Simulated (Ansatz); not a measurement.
# Hf2NO2 monolayer: relaxing the cell for a phonon run, part 2 of 2

Task: relax Hf2NO2 monolayer tightly.

Ansatz 0.2.0; DFT PBEsol, scalar-relativistic, plane waves, PAW; PAW set soft_1.

So far. Step 2 (A coarse first look): The coarse mesh shows no gap.

### Step 5. Relaxing to small forces for the phonons

Phonons need a cell at rest on their own settings, so the relaxation is repeated with tight tolerances on forces and stress on the k mesh and occupations of the first response run.

input.yaml reads:

```yaml
crystal:
  lattice:
    - [3.1947084955, 0.0, 0.0]
    - [-1.5973542478, 2.7666987148, 0.0]
    - [0.0, 0.0, 32.6]
  atoms:
    - { symbol: "N", position: [0.0, 0.0, 0.3067484663] }
    - { symbol: Hf, position: [0.3333333333, 0.6666666667, 0.3473919728] }
    - { symbol: Hf, position: [0.6666666667, 0.3333333333, 0.2661049597] }
    - { symbol: O, position: [0.6666666667, 0.3333333333, 0.3775313749] }
    - { symbol: O, position: [0.3333333333, 0.6666666667, 0.2359655576] }
  periodic: [true, true, false]
kpoints:
  mp_grid: { grid: [12, 12, 1] }
hamiltonian:
  xc: pbesol
  pseudopotentials: { kind: paw, azcp: { folder: soft_1 }, xc_functional: pbe }
scf:
  occupations: { method: methfessel_paxton, width: 0.2 }
output:
  forces: true
  stress: true
  eigenvalues: true
  write_density: true
  write_potential: true
  elf: true
  volumetric_format: npy
relax:
  adjacent_minimum: "off"
  f_tol: 0.001
  max_steps: 60
  cell: { stress_2d_tol: 0.002 }
```

Launch:

```sh
$ ansatz run input.yaml --threads 4 --pin off --max-ram 16384MiB --backend cpu --events-out ev --progress --plain --runs-dir out
```

Numbers of over 12 decimals in the logs are rounded to 6 here.

The log of the run:

```text
[...]
Crystal: 5 atoms, lattice volume = 288.145 Å³
Basis set: ecut = 420 eV, 5737 PW (Γ), exchange–correlation on 48×48×450 points (8 copies of the dense FFT grid, shifted against one another)
Bands: 42, of which v1, the nominal top of the filled ones, is band 35 counted from 1 (34 counted from 0)
Symmetry: 12 space group operations
[...]
k-points: 19 of 144
[...]
cell:  # Å, volume = 288.1167 Å³
    - [3.194553, 2.8866093986545542e-11, 0]
    - [-1.597277, 2.766564, 0]
    - [0, 0, 32.6]
  atoms:
    - { symbol: N, position: [0, 0, 0.30674846626] }
    - { symbol: Hf, position: [0.333333, 0.666667, 0.347392] }
    - { symbol: Hf, position: [0.666667, 0.333333, 0.266105] }
    - { symbol: O, position: [0.666667, 0.333333, 0.377540] }
    - { symbol: O, position: [0.333333, 0.666667, 0.235957] }
[key lines of the parts left out:]
SCF converged after 8 iterations
Free energy (F): -32705.818119 eV
Fermi energy:    -4.629327 eV
P = ½ c Tr σ = -0.0017 N/m
```

Run time: 37 s. Hardware: 4 threads of Arm Neoverse V1, shared host; peak memory 0.78 GiB; 2.4 min of CPU time.

Little changed from the start: no atom moved by 0.005 Å and no cell edge by 0.1 %.

ELF in the ac plane at fractional y = 0.333, with atoms of Hf and O within 0.2 Å of it. It is the smooth field of the valence electrons, not physical close to the nuclei.

Ten even steps from '0' (0.00) to '9' (0.82), each cell a mean:
```
0000000000000000
0000000000000000
0000000000000000
0000000000000000
0000000000000000
0000000000000000
0000000000000000
0000000000000000
0000000000000000
0000000000000000
0000000000000000
0000000000000000
0000000000000000
0000000111221110
4100136898878987
1223222356666542
4566543222222223
1233212589999963
4566642112222112
0000000000000000
0000000000000000
0000000000000000
0000000000000000
0000000000000000
```
Columns run along a (3.2 Å), rows up along c (32.6 Å). Atoms in or near the plane, at fractional coordinates: Hf at (0.67, 0.27), O at (0.67, 0.38).

Valence density in the ac plane at fractional y = 0.333, with atoms of Hf and O within 0.2 Å of it. It is the smooth field of the valence electrons, not physical close to the nuclei.

Values in e/Å³, 24 rows by 16 columns, each cell a mean:
```
 0  0  0  0  0  0  0  0  0  0  0  0  0  0  0  0
 0  0  0  0  0  0  0  0  0  0  0  0  0  0  0  0
 0  0  0  0  0  0  0  0  0  0  0  0  0  0  0  0
 0  0  0  0  0  0  0  0  0  0  0  0  0  0  0  0
 0  0  0  0  0  0  0  0  0  0  0  0  0  0  0  0
 0  0  0  0  0  0  0  0  0  0  0  0  0  0  0  0
 0  0  0  0  0  0  0  0  0  0  0  0  0  0  0  0
 0  0  0  0  0  0  0  0  0  0  0  0  0  0  0  0
 0  0  0  0  0  0  0  0  0  0  0  0  0  0  0  0
 0  0  0  0  0  0  0  0  0  0  0  0  0  0  0  0
 0  0  0  0  0  0  0  0  0  0  0  0  0  0  0  0
 0  0  0  0  0  0  0  0  0  0  0  0  0  0  0  0
 0  0  0  0  0  0  0  0  0  0  0  0  0  0  0  0
 0  0  0  0  0  0  0  0  0  0  0  0  0  0  0  0
 0  0  0  0  0  0  0  1  1  2  4  4  3  2  1  0
 0  0  1  1  1  0  0  0  1  1  2  2  1  1  1  0
 0  0  0  1  0  0  0  0  0  0  0  0  0  0  0  0
 0  0  0  0  0  0  1  2  5 14 25 27 18  8  2  1
 0  0  0  0  0  0  0  0  0  0  1  1  0  0  0  0
 0  0  0  0  0  0  0  0  0  0  0  0  0  0  0  0
 0  0  0  0  0  0  0  0  0  0  0  0  0  0  0  0
 0  0  0  0  0  0  0  0  0  0  0  0  0  0  0  0
 0  0  0  0  0  0  0  0  0  0  0  0  0  0  0  0
 0  0  0  0  0  0  0  0  0  0  0  0  0  0  0  0
```
Columns run along a (3.2 Å), rows up along c (32.6 Å). Atoms in or near the plane, at fractional coordinates: Hf at (0.67, 0.27), O at (0.67, 0.38).

Electrostatic potential energy in the ac plane at fractional y = 0.333, with atoms of Hf and O within 0.2 Å of it. With pseudopotentials it is smooth inside the atoms' cores, unlike the true potential.

Values in eV, 24 rows by 16 columns, each cell a mean:
```
  0   0   0   0   0   0   0   0   0   0   0   0   0   0   0   0
  0   0   0   0   0   0   0   0   0   0   0   0   0   0   0   0
  0   0   0   0   0   0   0   0   0   0   0   0   0   0   0   0
  0   0   0   0   0   0   0   0   0   0   0   0   0   0   0   0
  0   0   0   0   0   0   0   0   0   0   0   0   0   0   0   0
  0   0   0   0   0   0   0   0   0   0   0   0   0   0   0   0
  0   0   0   0   0   0   0   0   0   0   0   0   0   0   0   0
  0   0   0   0   0   0   0   0   0   0   0   0   0   0   0   0
  0   0   0   0   0   0   0   0   0   0   0   0   0   0   0   0
  0   0   0   0   0   0   0   0   0   0   0   0   0   0   0   0
  0   0   0   0   0   0   0   0   0   0   0   0   0   0   0   0
  0   0   0   0   0   0   0   0   0   0   0   0   0   0   0   0
  0   0   0   0   0   0   0   0   0   0   0   0   0   0   0   0
  0   0   0   0   0   0   0   0   0   0   0   0   0   0   0   0
 -3  -3  -4  -4  -4  -3  -3  -6 -15 -18 -19 -20 -19 -16  -9  -3
-14 -18 -20 -21 -19 -16 -12 -10 -12 -14 -15 -15 -14 -13 -10 -11
 -8  -8  -9  -9  -8  -8  -8  -9 -10 -11 -12 -12 -11 -10  -9  -8
-14  -9  -7  -7  -8 -12 -20 -28 -30 -30 -29 -28 -30 -30 -29 -24
 -4  -3  -3  -3  -3  -4  -5  -7 -10 -12 -13 -13 -12 -11  -8  -6
  0   0   0   0   0   0   0   0   0   0  -1  -1  -1   0   0   0
  0   0   0   0   0   0   0   0   0   0   0   0   0   0   0   0
  0   0   0   0   0   0   0   0   0   0   0   0   0   0   0   0
  0   0   0   0   0   0   0   0   0   0   0   0   0   0   0   0
  0   0   0   0   0   0   0   0   0   0   0   0   0   0   0   0
```
Columns run along a (3.2 Å; values clipped at the 3rd and 97th percentile), rows up along c (32.6 Å). Atoms in or near the plane, at fractional coordinates: Hf at (0.67, 0.27), O at (0.67, 0.38).

The largest force component left is 0.22 meV/Å, within the tolerances set.

### Step 6. Summary of results

| Quantity | Value |
| --- | --- |
| space group after relaxation (within 0.01 Å) | P-3m1 |
| lattice constant a | 3.195 Å |
| lattice constant b | 3.195 Å |
| area per atom | 1.77 Å² |

What this shows: The largest force component left is 0.22 meV/Å, within the tolerances set. The relaxation keeps the symmetry of its start, so it says nothing on stability against lower symmetry. The runs are without spin polarisation, although the cell has an odd electron count. Spin-orbit coupling is left out, which can matter for the heavy elements here. The PAW files were made for PBE and serve the other functionals too. The starting cell was built on a prototype and not taken from a measurement.

[Logs are printed without paths, hosts, clocks, repeated set-up lines and the standing remarks that a program may print on its own settings, such as how far it seeks lower states.]

[Hosts, paths, dates, database ids (printed as entryN), source tags and the programs' standing remarks are cut or masked in the printed files.]
